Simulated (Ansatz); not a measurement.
# (AlAs)2(InP)1 [001] superlattice, started as zinc blende: the cell at rest, part 2 of 2

Wanted: the relaxed cell of (AlAs)2(InP)1 [001] superlattice, started as zinc blende.

Ansatz 0.2.0; DFT PBE, scalar-relativistic, plane waves, PAW.

So far. Step 2 (A coarse first look): The coarse mesh shows a gap of 1.49 eV and a pressure of 3.4 GPa.

The structure was built from a prototype and need not be the compound's stable phase.

### 4. Relaxation (continued)

ELF in the ac plane of the conventional cell at fractional y = 0.000, with atoms of Al and As and In and P within 0.2 Å of it. It is the smooth field of the valence electrons, not physical close to the nuclei.

Values, 24 rows by 14 columns, each cell a mean:
```
0.70 0.71 0.67 0.54 0.34 0.14 0.05 0.03 0.08 0.22 0.44 0.62 0.71 0.71
0.06 0.25 0.66 0.77 0.64 0.38 0.19 0.15 0.26 0.51 0.72 0.76 0.49 0.11
0.53 0.72 0.84 0.72 0.45 0.27 0.22 0.21 0.23 0.34 0.58 0.80 0.81 0.61
0.59 0.58 0.46 0.29 0.23 0.13 0.04 0.02 0.07 0.19 0.25 0.36 0.53 0.59
0.12 0.14 0.19 0.22 0.25 0.21 0.13 0.11 0.16 0.24 0.24 0.21 0.17 0.13
0.02 0.03 0.08 0.14 0.19 0.21 0.22 0.22 0.22 0.20 0.17 0.11 0.05 0.02
0.03 0.03 0.03 0.04 0.06 0.08 0.09 0.10 0.09 0.07 0.05 0.03 0.03 0.03
0.29 0.25 0.16 0.09 0.04 0.02 0.02 0.02 0.02 0.03 0.06 0.12 0.20 0.28
0.64 0.61 0.55 0.42 0.25 0.11 0.04 0.02 0.06 0.16 0.33 0.49 0.59 0.63
0.28 0.38 0.56 0.62 0.59 0.42 0.22 0.17 0.30 0.52 0.62 0.61 0.49 0.31
0.34 0.46 0.67 0.80 0.85 0.75 0.48 0.36 0.61 0.82 0.83 0.75 0.57 0.38
0.65 0.70 0.78 0.83 0.74 0.38 0.13 0.15 0.21 0.57 0.81 0.82 0.75 0.67
0.25 0.28 0.32 0.34 0.26 0.13 0.12 0.12 0.11 0.19 0.32 0.34 0.30 0.26
0.02 0.03 0.06 0.11 0.18 0.24 0.28 0.29 0.27 0.21 0.14 0.08 0.04 0.03
0.03 0.03 0.03 0.03 0.04 0.06 0.08 0.08 0.07 0.05 0.04 0.03 0.03 0.03
0.24 0.21 0.15 0.08 0.04 0.02 0.01 0.01 0.02 0.03 0.06 0.11 0.18 0.23
0.61 0.59 0.52 0.40 0.24 0.10 0.03 0.02 0.06 0.16 0.31 0.46 0.56 0.61
0.33 0.43 0.57 0.61 0.56 0.38 0.19 0.14 0.27 0.48 0.60 0.61 0.52 0.37
0.29 0.41 0.64 0.78 0.83 0.73 0.47 0.37 0.60 0.80 0.82 0.73 0.54 0.33
0.63 0.69 0.78 0.84 0.78 0.45 0.15 0.15 0.25 0.62 0.83 0.82 0.74 0.65
0.28 0.31 0.37 0.39 0.29 0.13 0.12 0.13 0.10 0.20 0.36 0.39 0.34 0.30
0.02 0.04 0.07 0.13 0.22 0.30 0.34 0.35 0.33 0.26 0.18 0.10 0.05 0.03
0.04 0.04 0.03 0.04 0.06 0.09 0.11 0.12 0.10 0.08 0.05 0.03 0.03 0.04
0.42 0.36 0.25 0.13 0.06 0.03 0.02 0.02 0.02 0.04 0.08 0.18 0.30 0.40
```
Columns run along a (4.1 Å), rows up along c (17.4 Å), edges of the conventional cell, whose origin can differ from the input's. Atoms in or near the plane, at fractional coordinates: Al at (0.50, 0.50), Al at (0.50, 0.16), As at (0.00, 0.58), As at (0.00, 0.24), In at (0.50, 0.84), P at (0.00, 0.93).

In this step the volume went from 24.39 to 24.38 Å³/atom.

### 5. Tight relaxation

Phonons need a cell at rest on their own settings, so the relaxation is repeated with tight tolerances on forces and stress on the k mesh and occupations of the first response run.

Input file input.yaml:

```yaml
crystal:
  lattice:
    - [2.9051696769, 2.9051696769, 0.0]
    - [-2.8918803968, 2.8918803968, 0.0]
    - [2.8985250369, 0.0066446401, 8.7052724049]
  atoms:
    - { symbol: Al, position: [-0.0002250349, 0.0002250349, 0.0004500698] }
    - { symbol: Al, position: [0.3374107212, 0.6625892788, 0.3251785577] }
    - { symbol: As, position: [0.4188679433, 0.0811320567, 0.1622641135] }
    - { symbol: As, position: [0.7576537412, 0.7423462588, 0.4846925175] }
    - { symbol: In, position: [0.6625326401, 0.3374673599, 0.6749347199] }
    - { symbol: P, position: [0.0737599892, 0.4262400108, 0.8524800217] }
kpoints:
  mp_grid: { grid: [8, 8, 8] }
hamiltonian:
  xc: pbe
scf:
  occupations: { method: fixed }
output:
  forces: true
  stress: true
  eigenvalues: true
relax:
  adjacent_minimum: "off"
  f_tol: 0.001
  max_steps: 60
  cell: { stress_tol: 0.01 }
```

The run is started by

```
$ ansatz run input.yaml --threads 4 --pin off --max-ram 14336MiB --backend cpu --events-out ev --progress --plain --runs-dir out
```

Numbers of over 12 decimals in the logs are rounded to 6 here.

The program printed:

```text
[...]
Crystal: 6 atoms, lattice volume = 146.273 Å³
Basis set: ecut = 420 eV, 2861 PW (Γ), exchange–correlation on 60×60×128 points (8 copies of the dense FFT grid, shifted against one another)
Bands: 33, of which v1, the nominal top of the filled ones, is band 27 counted from 1 (26 counted from 0)
Symmetry: 4 space group operations
[...]
- [-2.890335, 2.890335, 0]
    - [2.896981, 0.00664623, 8.715309]
  atoms:
    - { symbol: Al, position: [-0.000215732, 0.000215732, 0.000431463] }
    - { symbol: Al, position: [0.337408, 0.662592, 0.325183] }
    - { symbol: As, position: [0.418872, 0.081128, 0.162257] }
    - { symbol: As, position: [0.757636, 0.742364, 0.484728] }
    - { symbol: In, position: [0.662524, 0.337476, 0.674952] }
    - { symbol: P, position: [0.073776, 0.426224, 0.852448] }
[key lines of the parts left out:]
SCF converged after 6 iterations
Free energy (F): -17143.287523 eV
Fermi energy:    6.323257 eV
P = ⅓ Tr σ = 0.0001 GPa (0.001 kbar)
```

Run time: 69 s. Hardware: 4 threads of Arm Neoverse V1, shared host; peak memory 0.71 GiB; 4.6 min of CPU time.

Relaxation path:

| step | energy less that of the first step (eV) | largest force component (eV/Å) | pressure (GPa) | volume (Å³) |
| --- | --- | --- | --- | --- |
| 1 | 0.0000 | 0.0025 | 0.00 | 146.27 |
| 2 | 0.0000 | 0.0027 | 0.00 | 146.29 |
| 3 | 0.0000 | 0.0015 | 0.00 | 146.28 |
| 4 | 0.0000 | 0.0000 | 0.00 | 146.29 |
| 5* | 0.0000 | 0.0000 | 0.00 | 146.29 |

Relaxation steps marked * repeat the geometry before them on a plane-wave basis chosen anew for their cell, so energy and pressure can jump there.

Forces are held to the 4 operations that the run works with; a distortion that breaks them can't arise in this run.

| conventional cell, symmetrised | before | after | change |
| --- | --- | --- | --- |
| a (Å) | 4.090 | 4.088 | -0.1 % |
| b (Å) | 4.109 | 4.106 | -0.1 % |
| c (Å) | 17.411 | 17.431 | +0.1 % |
| volume (Å³/atom) | 24.38 | 24.38 | +0.0 % |

The relaxed structure:

```xyz
6
Lattice="2.9036 2.9036 0.0000 -2.8903 2.8903 0.0000 2.8970 0.0066 8.7153" Properties=species:S:1:pos:R:3 pbc="T T T"
Al    0.0000    0.0000    0.0038
Al    0.0066    2.8970    2.8341
As    1.4518    1.4518    1.4141
As    1.4585    4.3488    4.2246
In    2.9036    2.9036    5.8824
P     1.4518    1.4518    7.4294
```

This step gave:

- pressure: 1.44e-4 GPa
- gap on the k-mesh: 1.127 eV
- direct gap on mesh: 1.127 eV

The largest force component left is 0.025 meV/Å and the pressure is 0.000 GPa, within the tolerances set. The cell now holds 24.38 Å³/atom.

### 6. Outcome

```yaml
space_group_after_relaxation_within_0p01_a: Imm2
lattice_constant_a: 4.088 Å
lattice_constant_b: 4.106 Å
lattice_constant_c: 17.431 Å
volume_per_atom: 24.4 Å³
gap_on_the_k_mesh: 1.13 eV
```

In words: The largest force component left is 0.025 meV/Å and the pressure is 0.000 GPa, within the tolerances set. The cell now holds 24.38 Å³/atom. The relaxation keeps the symmetry of its start, so it says nothing on stability against lower symmetry. The starting cell was built on a prototype and not taken from a measurement, so the phase need not exist.

[Logs are printed without paths, hosts, clocks, repeated set-up lines and the standing remarks that a program may print on its own settings, such as how far it seeks lower states.]

[Hosts, paths, dates, database ids (printed as entryN), source tags and the programs' standing remarks are cut or masked in the printed files.]
